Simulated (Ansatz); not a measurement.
# Decaying states in the gap of Bi2S2ClF

Aim: relax a made-up compound, Bi2S2ClF, and see how good a tunnel barrier it would be. It is built by putting S for O, F for Br in the Bi2BrClO2 structure of space group P4mm, with the volume rescaled by atomic radii. The parent structure comes from the Materials Project.

Main program and level: Ansatz 0.2.0; r2SCAN DFT, plane waves, PAW files, in the first sound run; inputs show where later runs differ.

The structure was built from a prototype and need not be the compound's stable phase.

### 1. Set-up

It takes space group P4mm (No. 99, tetragonal). Conventional cell: a = 3.991 Å, b = 3.991 Å, c = 7.935 Å, α = 90.00°, β = 90.00°, γ = 90.00°. Bi has 4 S at 2.37 Å nearest. Bi has 4 S at 2.38 Å and 4 Cl at 3.14 Å nearest. F has 4 Bi at 3.24 Å nearest. Nearest to Cl lie 4 Bi at 3.14 Å. S has 4 Bi at 2.37 to 2.38 Å nearest. It derives from Bi2BrClO2. S for O, F for Br in the Bi2BrClO2 structure of space group P4mm. Farther neighbours and most contacts between anions are not listed.

### 2. Relaxing the new crystal

The substituted atoms don't fit the parent's cell, so cell and atoms relax together. A small smearing keeps the run stable in case the gap closes on the way.

input.yaml reads:

```yaml
crystal:
  lattice:
    - [3.9910100066, 0.0, 0.0]
    - [0.0, 3.9910100066, 0.0]
    - [0.0, 0.0, 7.9354272768]
  atoms:
    - { symbol: Bi, position: [0.5, 0.5, 0.842513] }
    - { symbol: Bi, position: [0.0, 0.0, 0.166988] }
    - { symbol: F, position: [0.0, 0.0, 0.64219] }
    - { symbol: Cl, position: [0.5, 0.5, 0.339643] }
    - { symbol: S, position: [0.0, 0.5, 0.004333] }
    - { symbol: S, position: [0.5, 0.0, 0.004333] }
kpoints:
  mp_grid: { grid: [6, 6, 4] }
scf:
  occupations: { method: gaussian, width: 0.03 }
hamiltonian:
  xc: r2scan
output:
  forces: true
  stress: true
relax:
  f_tol: 0.02
  max_steps: 60
  cell: {}
```

Command:

```console
$ ansatz run input.yaml --threads 2 --pin off --max-ram 4096MiB --backend cpu --events-out ev --progress --plain --runs-dir out
```

Numbers of over 12 decimals in the logs are rounded to 6 here.

Output:

```text
Engine: ansatz 0.2.0, x86_64-unknown-linux-gnu
Pseudopotentials: kind: paw
Pseudopotential: Bi, paw, valence charge 15, recommended cutoff 500 eV (meta_gga), Bi.paw.azcp
Pseudopotential: F, paw, valence charge 7, recommended cutoff 500 eV (meta_gga), F.paw.azcp
Pseudopotential: Cl, paw, valence charge 7, recommended cutoff 500 eV (meta_gga), Cl.paw.azcp
Pseudopotential: S, paw, valence charge 6, recommended cutoff 500 eV (meta_gga), S.paw.azcp
Functional definition: r2SCAN
  parameter k0 = 0.174
  parameter k1 = 0.065
  parameter a1 = 4.9479
  exchange = r2scan_x(k0 = k0, k1 = k1, a1 = a1)
  correlation = r2scan_c
Crystal: 6 atoms, lattice volume = 126.397 Å³
Basis set: ecut = 500 eV, 3197 PW (Γ), exchange–correlation on 120×120×240 points (64 copies of the dense FFT grid, shifted against one another)
Bands: 34, of which v1, the nominal top of the filled ones, is band 28 counted from 1 (27 counted from 0)
Symmetry: 8 space group operations
Space group: P4mm (ITA 99), of the structure as read, at distance tolerance 5.0e-5 Å
k-points: 30 of 144 (time reversal used)
Non-local potential: Bi, projectors of the file, l = 0: 2, l = 1: 2, l = 2: 2, l = 3: 2
Non-local potential: F, projectors of the file, l = 0: 2, l = 1: 2, l = 2: 1
Non-local potential: Cl, projectors of the file, l = 0: 2, l = 1: 2, l = 2: 2
Non-local potential: S, projectors of the file, l = 0: 2, l = 1: 2, l = 2: 2
PAW form: soft (Blöchl's): semilocal exchange-correlation on the pseudo side does not see the compensation charge
PAW frozen core: Bi, regenerated for the run's functional (the file was generated under x = pbe(κ = 0.804, μ = 0.219515), c = pbe(β = 0.066725))
PAW frozen core: F, regenerated for the run's functional (the file was generated under x = pbe(κ = 0.804, μ = 0.219515), c = pbe(β = 0.066725))
PAW frozen core: Cl, regenerated for the run's functional (the file was generated under x = pbe(κ = 0.804, μ = 0.219515), c = pbe(β = 0.066725))
PAW frozen core: S, regenerated for the run's functional (the file was generated under x = pbe(κ = 0.804, μ = 0.219515), c = pbe(β = 0.066725))
PAW one-centre angular grid: Bi, 590 points (default); XC on 160 Gauss nodes
PAW one-centre angular grid: F, 302 points (default); XC on 160 Gauss nodes
PAW one-centre angular grid: Cl, 302 points (default); XC on 160 Gauss nodes
PAW one-centre angular grid: S, 302 points (default); XC on 160 Gauss nodes
Initial density: superposition of atomic densities (neutral atoms: chi_scale 0, normalization atom), corrected by the library's trained network
Initial wavefunctions: pseudopotential atomic-orbital guess
Functional: x = r2scan, c = r2scan; τ floored in thin density (d = 2e-4 eV/Å³)
SCF iter   1: F=—  HF=-28522.735218 eV  |F-HF|=—  |Δ(HF+E_count)|=         —  Δρ=1.22e-2  dr2=2.87e-1  dr2_τ=1.08e-1  ethr=1.77e-3  ⟨swp⟩=9.5  Hψ=5283  notcnv=0
preconditioner: auto → LDOS  [insulator: Δε(μ)=0.031 eV  Ē_g=17.361 eV  σ=0.030 eV  W_gap=0.50  n_scr=38 (ndim 8)  ℏωp=24.7 eV  f_vac=0.111  D(μ)=1.53/eV (n_scr^D=2)  ε∞_Penn≈3.0  β→1.0]
SCF iter   2: F=—  HF=-28523.996774 eV  |F-HF|=—  |Δ(HF+E_count)|=    1.26e0  Δρ=8.13e-2  dr2=1.25e1  dr2_τ=4.38e-1  ethr=5.12e-4  ⟨swp⟩=4.3  Hψ=2524  notcnv=0  defer=51  recentre
SCF iter   3: F=—  HF=-28522.874127 eV  |F-HF|=—  |Δ(HF+E_count)|=    1.12e0  Δρ=7.84e-3  dr2=1.10e-1  dr2_τ=1.96e-3  ethr=5.12e-4  ⟨swp⟩=4.2  Hψ=2521  notcnv=0  defer=49
SCF iter   4: F=—  HF=-28522.859548 eV  |F-HF|=—  |Δ(HF+E_count)|=   1.46e-2  Δρ=2.08e-3  dr2=8.74e-3  dr2_τ=2.66e-4  ethr=1.96e-4  ⟨swp⟩=2.0  Hψ=1466  notcnv=0  defer=28
automatic band count: iteration 4 solves 33 bands in place of 34: the levels show a gap, and the empty bands left out lie too high to hold charge; the band table lists the bands solved (type scf.n_extra_bands for more)
SCF iter   5: F=—  HF=-28522.858818 eV  |F-HF|=—  |Δ(HF+E_count)|=   7.30e-4  Δρ=7.93e-4  dr2=2.23e-3  dr2_τ=1.15e-4  ethr=1.56e-5  ⟨swp⟩=2.8  Hψ=1938  notcnv=0  defer=28
SCF iter   6: F=—  HF=-28522.858395 eV  |F-HF|=—  |Δ(HF+E_count)|=   4.22e-4  Δρ=3.06e-4  dr2=1.58e-4  dr2_τ=9.10e-6  ethr=3.98e-6  ⟨swp⟩=2.0  Hψ=1419  notcnv=0  defer=28
SCF iter   7: F=—  HF=-28522.858392 eV  |F-HF|=—  |Δ(HF+E_count)|=   3.04e-6  Δρ=1.45e-4  dr2=3.27e-5  dr2_τ=1.46e-6  ethr=2.83e-7  ⟨swp⟩=2.3  Hψ=1501  notcnv=0  defer=28
SCF iter   8: F=—  HF=-28522.858399 eV  |F-HF|=—  |Δ(HF+E_count)|=   7.14e-6  Δρ=4.47e-5  dr2=5.68e-6  dr2_τ=1.01e-7  ethr=5.84e-8  ⟨swp⟩=2.0  Hψ=1195  notcnv=0  defer=28
SCF iter   9: F=—  HF=-28522.858399 eV  |F-HF|=—  |Δ(HF+E_count)|=   2.15e-7  Δρ=2.41e-5  dr2=1.01e-6  dr2_τ=5.19e-8  ethr=1.01e-8  ⟨swp⟩=2.0  Hψ=1300  notcnv=0  defer=28
SCF iter  10: F=-28522.858399 eV  HF=-28522.858399 eV  |F-HF|=2.10e-8  |Δ(HF+E_count)|=   1.78e-7  Δρ=4.81e-6  dr2=3.60e-8  dr2_τ=1.93e-9  ethr=1.79e-10  ⟨swp⟩=4.1  Hψ=4698  notcnv=0
SCF 1 converged in 10 iterations: F = -28522.858399 eV  dr2 = 3.60e-8
  greatest PAW one-centre occupation: 0.990 electrons in one spin orbital (limit 2), on the Bi atom at site 0 (counted from 0), in its partial waves of l = 2
relax step   1: F+E_penalty+E_count = -28522.85839879 eV  Δ(F+E_penalty+E_count) = +0.000e0 eV  max|allowed force component| = 9.734e0 eV/Å  Δτ_max = 0.0000 Å  P = +35.193 GPa  Ω = 126.397 Å³  (10 SCF iters, dr2 threshold 1.00e-7 eV, accepted)
Crystal: 6 atoms, lattice volume = 134.997 Å³
Basis set: ecut = 500 eV, 3437 PW (Γ), exchange–correlation on 120×120×240 points (64 copies of the dense FFT grid, shifted against one another)
Initial density: handed on by an earlier stage of this run
Initial wavefunctions: those handed on with the density
iter 1 solved again at ethr=1.13e-3 eV; its pass at ethr=3.10e-3 eV (dr2=6.31e-1 eV) is discarded
SCF iter   1: F=—  HF=-28526.012448 eV  |F-HF|=—  |Δ(HF+E_count)|=         —  Δρ=1.98e-2  dr2=6.36e-1  dr2_τ=2.44e0  ethr=1.13e-3  ⟨swp⟩=1.0  Hψ=5787  notcnv=0
automatic band count: iteration 1 solves 32 bands in place of 34: the levels show a gap, and the empty bands left out lie too high to hold charge; the band table lists the bands solved (type scf.n_extra_bands for more)
preconditioner: auto → LDOS  [metal: Δε(μ)=0.020 eV  Ē_g=16.122 eV  σ=0.030 eV  W_gap=0.35  n_scr=38 (ndim 8)  ℏωp=23.9 eV  f_vac=0.089  D(μ)=1.77/eV (n_scr^D=6)  β→1.0]
SCF iter   2: F=—  HF=-28528.152615 eV  |F-HF|=—  |Δ(HF+E_count)|=    2.14e0  Δρ=6.35e-2  dr2=1.01e1  dr2_τ=2.83e-1  ethr=1.13e-3  ⟨swp⟩=7.8  Hψ=4913  notcnv=0  defer=8  recentre
automatic band count: iteration 2 solves 34 bands in place of 32: the levels no longer show a gap clear of their residuals, so the SCF keeps every band
[...]
relax step  19: F+E_penalty+E_count = -28529.49915062 eV  Δ(F+E_penalty+E_count) = -5.932e-3 eV  max|allowed force component| = 1.453e-1 eV/Å  Δτ_max = 0.0486 Å  P = +0.195 GPa  Ω = 156.789 Å³  energy of the carried Pulay correction = -7.367e-4 eV  (7 SCF iters, dr2 threshold 6.00e-7 eV, accepted)
relax step  20: F+E_penalty+E_count = -28529.50225774 eV  Δ(F+E_penalty+E_count) = -3.107e-3 eV  max|allowed force component| = 9.787e-2 eV/Å  Δτ_max = 0.0517 Å  P = +0.066 GPa  Ω = 157.856 Å³  energy of the carried Pulay correction = -8.713e-4 eV  (7 SCF iters, dr2 threshold 6.00e-7 eV, accepted)
relax step  21: F+E_penalty+E_count = -28529.50375985 eV  Δ(F+E_penalty+E_count) = -1.502e-3 eV  max|allowed force component| = 3.105e-2 eV/Å  Δτ_max = 0.0289 Å  P = -0.060 GPa  Ω = 159.288 Å³  energy of the carried Pulay correction = -1.094e-3 eV  (7 SCF iters, dr2 threshold 5.99e-7 eV, accepted)
relax step  22: F+E_penalty+E_count = -28529.50414710 eV  Δ(F+E_penalty+E_count) = -3.872e-4 eV  max|allowed force component| = 2.309e-2 eV/Å  Δτ_max = 0.0108 Å  P = -0.010 GPa  Ω = 159.337 Å³  energy of the carried Pulay correction = -1.080e-3 eV  (6 SCF iters, dr2 threshold 6.02e-8 eV, accepted)
relax step  23: F+E_penalty+E_count = -28529.50812600 eV  Δ(F+E_penalty+E_count) = -3.979e-3 eV  max|allowed force component| = 3.819e-1 eV/Å  Δτ_max = 0.1847 Å  P = +0.131 GPa  Ω = 163.042 Å³  energy of the carried Pulay correction = -1.518e-3 eV  (9 SCF iters, dr2 threshold 3.33e-8 eV, accepted)
relax step  24: F+E_penalty+E_count = -28529.48154862 eV  Δ(F+E_penalty+E_count) = +2.658e-2 eV  max|allowed force component| = 7.860e-1 eV/Å  Δτ_max = 0.1825 Å  P = -0.657 GPa  Ω = 165.559 Å³  energy of the carried Pulay correction = -1.730e-3 eV  (8 SCF iters, dr2 threshold 6.00e-7 eV, rejected (line search))
relax step  25: F+E_penalty+E_count = -28529.51362121 eV  Δ(F+E_penalty+E_count) = -5.495e-3 eV  max|allowed force component| = 1.920e-1 eV/Å  Δτ_max = 0.0892 Å  P = -0.475 GPa  Ω = 164.792 Å³  energy of the carried Pulay correction = -1.829e-3 eV  (11 SCF iters, accepted)
relax step  26: F+E_penalty+E_count = -28529.52535339 eV  Δ(F+E_penalty+E_count) = -1.173e-2 eV  max|allowed force component| = 1.348e-1 eV/Å  Δτ_max = 0.0705 Å  P = -0.133 GPa  Ω = 164.009 Å³  energy of the carried Pulay correction = -1.587e-3 eV  (7 SCF iters, dr2 threshold 6.00e-7 eV, accepted)
relax step  27: F+E_penalty+E_count = -28529.53101673 eV  Δ(F+E_penalty+E_count) = -5.663e-3 eV  max|allowed force component| = 4.391e-2 eV/Å  Δτ_max = 0.0771 Å  P = -0.001 GPa  Ω = 163.352 Å³  energy of the carried Pulay correction = -1.368e-3 eV  (7 SCF iters, dr2 threshold 6.00e-7 eV, accepted)
relax step  28: F+E_penalty+E_count = -28529.53163403 eV  Δ(F+E_penalty+E_count) = -6.173e-4 eV  max|allowed force component| = 5.382e-3 eV/Å  Δτ_max = 0.0346 Å  P = -0.001 GPa  Ω = 163.282 Å³  energy of the carried Pulay correction = -1.324e-3 eV  (7 SCF iters, dr2 threshold 1.21e-7 eV, accepted)
relax step  29: F+E_penalty+E_count = -28529.53654828 eV  Δ(F+E_penalty+E_count) = -4.914e-3 eV  max|allowed force component| = 5.635e-3 eV/Å  Δτ_max = 0.0000 Å  P = +0.035 GPa  Ω = 163.282 Å³  stress off target by 6.77e-2 GPa  SCF on the basis re-selected at this cell (its energy is not comparable with the rows above)  (8 SCF iters)
relax step  30: F+E_penalty+E_count = -28529.53678617 eV  Δ(F+E_penalty+E_count) = -2.379e-4 eV  max|allowed force component| = 6.896e-3 eV/Å  Δτ_max = 0.0167 Å  P = +0.009 GPa  Ω = 163.414 Å³  energy of the carried Pulay correction = -1.129e-5 eV  (7 SCF iters, dr2 threshold 1.15e-8 eV, accepted)
relax step  31: F+E_penalty+E_count = -28529.53686504 eV  Δ(F+E_penalty+E_count) = -7.887e-5 eV  max|allowed force component| = 1.323e-2 eV/Å  Δτ_max = 0.0200 Å  P = -0.003 GPa  Ω = 163.622 Å³  energy of the carried Pulay correction = -3.938e-5 eV  (10 SCF iters, accepted)
iter 1 solved again at ethr=6.67e-8 eV; its pass at ethr=3.10e-3 eV (dr2=3.73e-5 eV) is discarded
SCF iter   1: F=—  HF=-28529.536939 eV  |F-HF|=—  |Δ(HF+E_count)|=         —  Δρ=5.62e-5  dr2=1.01e-7  dr2_τ=9.21e-8  ethr=6.67e-8  ⟨swp⟩=4.0  Hψ=8151  notcnv=0
preconditioner: auto → Resta (q_TF=auto, 2.282 Å⁻¹)  ε∞=4.3  [insulator: Δε(μ)=1.361 eV  Ē_g=9.366 eV  σ=0.030 eV  W_gap=1.00  n_scr=28 (ndim 8)  ℏωp=16.9 eV  f_vac=0.115  D(μ)=0.00/eV (n_scr^D=0)  ε∞_Penn≈4.3]
SCF iter   2: F=—  HF=-28529.536912 eV  |F-HF|=—  |Δ(HF+E_count)|=   2.67e-5  Δρ=2.83e-5  dr2=2.57e-8  dr2_τ=4.37e-7  ethr=1.81e-10  ⟨swp⟩=2.8  Hψ=1911  notcnv=0
SCF iter   3: F=—  HF=-28529.536912 eV  |F-HF|=—  |Δ(HF+E_count)|=   6.07e-8  Δρ=5.68e-7  dr2=2.33e-10  dr2_τ=1.11e-10  ethr=4.58e-11  ⟨swp⟩=2.0  Hψ=1860  notcnv=0
SCF iter   4: F=-28529.536912 eV  HF=-28529.536912 eV  |F-HF|=5.09e-11  |Δ(HF+E_count)|=  4.66e-10  Δρ=2.12e-7  dr2=4.55e-11  dr2_τ=6.21e-12  ethr=1.00e-12  ⟨swp⟩=5.9  Hψ=4389  notcnv=0
SCF 32 converged in 4 iterations: F = -28529.536912 eV  dr2 = 4.55e-11
relax step  32: F+E_penalty+E_count = -28529.53691242 eV  Δ(F+E_penalty+E_count) = -4.738e-5 eV  max|allowed force component| = 1.334e-2 eV/Å  Δτ_max = 0.0000 Å  P = -0.003 GPa  Ω = 163.622 Å³  stress off target by 1.95e-2 GPa  SCF on the basis re-selected at this cell (its energy is not comparable with the rows above)  (4 SCF iters)
basis re-selected at this cell: Δ(F+E_penalty+E_count) = -4.738e-5 eV, ΔP = +0.000 GPa vs the last step (what re-selecting the basis moved, of the pressure what is left beyond the Pulay correction that the steps carried, after the strain that the cell walked since its last selection, with what the two solves' SCF thresholds leave and, on support functions, any second-order correction that the steps lacked; it is no m [...]
SCF converged after 4 iterations
Free energy (F): -28529.536912 eV
Harris-Foulkes:  -28529.536912 eV  (|F-HF|=5.09e-11)
Internal energy: -28529.536912 eV  (E = F + TS)
E sigma→0 (E₀):  -28529.536912 eV
Fermi energy:    5.518138 eV
--- Per-component energies (eV) ---
  E_band       = -442.103570
  E_kinetic    = 1178.083820
  E_local      = -4899.541789  (includes V_loc(G=0)·N_el)
  E_nonlocal   = 1286.985134
  E_hartree    = 1681.838260
  E_xc         = -648.543627
  E_vxc        = -752.680948  (∫ρ·V_xc dr)
  E_paw        = -23464.317024  (= ΣΔE_a)
  E_vpaw       = -664.971073  (= ΣTr[D̂ρ^β])
  E_aug_tail   = 0.000519  (compensation charges beyond the density's cutoff)
  E_vtau       = 46.344315  (kinetic-family band-sum trace: ∫τ·v_τ [+ j·A + Jᵃ·Aᵃ] dr)
  E_ewald      = -3665.405968
  E_core_change = 1.363763  (= ΣΔE_core)
  E_smearing   = -0.000000  (= −TS)
  E_closure    = 0.000000  (closes the sum)
  Σ components = -28529.536912   (vs F -28529.536912, Δ=0.00e0)
--- Forces (eV/Å), atoms counted from 1 ---
  atom   1  Bi     0.00000000     0.00000000    -0.00642527
  atom   2  Bi     0.00000000     0.00000000     0.01072909
  atom   3  F     -0.00000000     0.00000000    -0.01333442
  atom   4  Cl    -0.00000000     0.00000000     0.00484378
  atom   5  S     -0.00000000     0.00000000     0.00210136
  atom   6  S      0.00000000    -0.00000000     0.00210136
  max |Σ_I F_I| component: 1.59e-5 eV/Å
--- Stress (GPa, compression-positive) ---
        0.004777       0.000000      -0.000000
        0.000000       0.004777       0.000000
       -0.000000       0.000000      -0.019478
  P = ⅓ Tr σ = -0.0033 GPa (-0.033 kbar)
--- Relaxed structure (29 steps of the walk, 27 accepted, 3 SCFs on fresh bases) ---
  F+E_penalty+E_count = -28529.53691242 eV   max|allowed force component| = 1.334e-2 eV/Å   (the final SCF, on the basis selected at the relaxed cell)
  cell:  # Å, volume = 163.6216 Å³
    - [5.428044, 0, 0]
    - [0, 5.428044, 0.0]
    - [0, 0.0, 5.553337]
  atoms:
    - { symbol: Bi, position: [0.5, 0.5, 0.892509] }
    - { symbol: Bi, position: [0, 0, 0.152332] }
    - { symbol: F, position: [0, 0, 0.526028] }
    - { symbol: Cl, position: [0.5, 0.5, 0.429503] }
    - { symbol: S, position: [0, 0.5, -0.000186147] }
    - { symbol: S, position: [0.5, 0, -0.000186147] }
```

Elapsed: 4.9 min, on 2 threads of Intel Xeon Platinum 8488C (Sapphire Rapids), shared host; peak memory 0.8 GiB; 9.6 min of CPU time.

Step by step (22 of 32):

| step | energy less that of the first step (eV) | largest force component (eV/Å) | pressure (GPa) | volume (Å³) |
| --- | --- | --- | --- | --- |
| 1 | 0.0000 | 9.7344 | 35.19 | 126.40 |
| 2 | -3.9647 | 3.9846 | 14.74 | 135.00 |
| 4 | -5.8378 | 0.8299 | 1.07 | 147.77 |
| 5 | -5.9757 | 0.2481 | 0.68 | 143.35 |
| 7 | -6.0556 | 0.3825 | 0.04 | 143.50 |
| 8 | -6.1397 | 0.6089 | 0.51 | 141.39 |
| 10 | -6.3996 | 0.7626 | 1.66 | 141.13 |
| 11 | -6.5269 | 0.3688 | 0.64 | 146.62 |
| 13 | -6.4829 | 1.7503 | 1.50 | 152.02 |
| 14 | -6.5739 | 0.0780 | -0.07 | 151.75 |
| 16 | -6.5749 | 0.0018 | 0.01 | 152.06 |
| 17* | -6.6224 | 0.0029 | 0.44 | 152.06 |
| 19 | -6.6408 | 0.1453 | 0.19 | 156.79 |
| 20 | -6.6439 | 0.0979 | 0.07 | 157.86 |
| 22 | -6.6457 | 0.0231 | -0.01 | 159.34 |
| 23 | -6.6497 | 0.3819 | 0.13 | 163.04 |
| 25 | -6.6552 | 0.1920 | -0.47 | 164.79 |
| 26 | -6.6670 | 0.1348 | -0.13 | 164.01 |
| 28 | -6.6732 | 0.0054 | 0.00 | 163.28 |
| 29* | -6.6781 | 0.0056 | 0.04 | 163.28 |
| 31 | -6.6785 | 0.0132 | 0.00 | 163.62 |
| 32* | -6.6785 | 0.0133 | 0.00 | 163.62 |

Relaxation steps marked * repeat the geometry before them on a plane-wave basis chosen anew for their cell, so energy and pressure can jump there. Other such steps can lie between the rows shown. Relaxation steps 13, 24 were tried and not accepted.

The run keeps the 8 symmetry operations that it works with, so distortions that break them were not tested.

| cell as run | before | after | change |
| --- | --- | --- | --- |
| a (Å) | 3.991 | 5.428 | +36.0 % |
| b (Å) | 3.991 | 5.428 | +36.0 % |
| c (Å) | 7.935 | 5.553 | -30.0 % |
| volume (Å³/atom) | 21.07 | 27.27 | +29.5 % |

The atoms that moved most (Å, as changes of fractional coordinates times the final cell):

| atom | dx | dy | dz | length |
| --- | --- | --- | --- | --- |
| F3 | 0.000 | 0.000 | -0.645 | 0.645 |
| Cl4 | 0.000 | 0.000 | 0.499 | 0.499 |
| Bi1 | 0.000 | 0.000 | 0.278 | 0.278 |
| Bi2 | 0.000 | 0.000 | -0.081 | 0.081 |
| S5 | 0.000 | 0.000 | -0.025 | 0.025 |
| S6 | 0.000 | 0.000 | -0.025 | 0.025 |

The relaxed structure:

```xyz
6
Lattice="5.4280 0.0000 0.0000 0.0000 5.4280 0.0000 0.0000 0.0000 5.5533" Properties=species:S:1:pos:R:3 pbc="T T T"
Bi    2.7140    2.7140    4.9564
Bi    0.0000    0.0000    0.8460
F     0.0000    0.0000    2.9212
Cl    2.7140    2.7140    2.3852
S     0.0000    2.7140   -0.0010
S     2.7140    0.0000   -0.0010
```

This step gave:

```
free energy  : -28529.5369 eV
Fermi energy : 5.518 eV
pressure     : -0.003308 GPa
```

The largest force component on a free atom ends at 0.013 eV/Å.

(Continued in part 2 of 3.)

[Logs are printed without paths, hosts, clocks, repeated set-up lines and the standing remarks that a program may print on its own settings, such as how far it seeks lower states.]

[Hosts, paths, dates, database ids (printed as entryN), source tags and the programs' standing remarks are cut or masked in the printed files.]
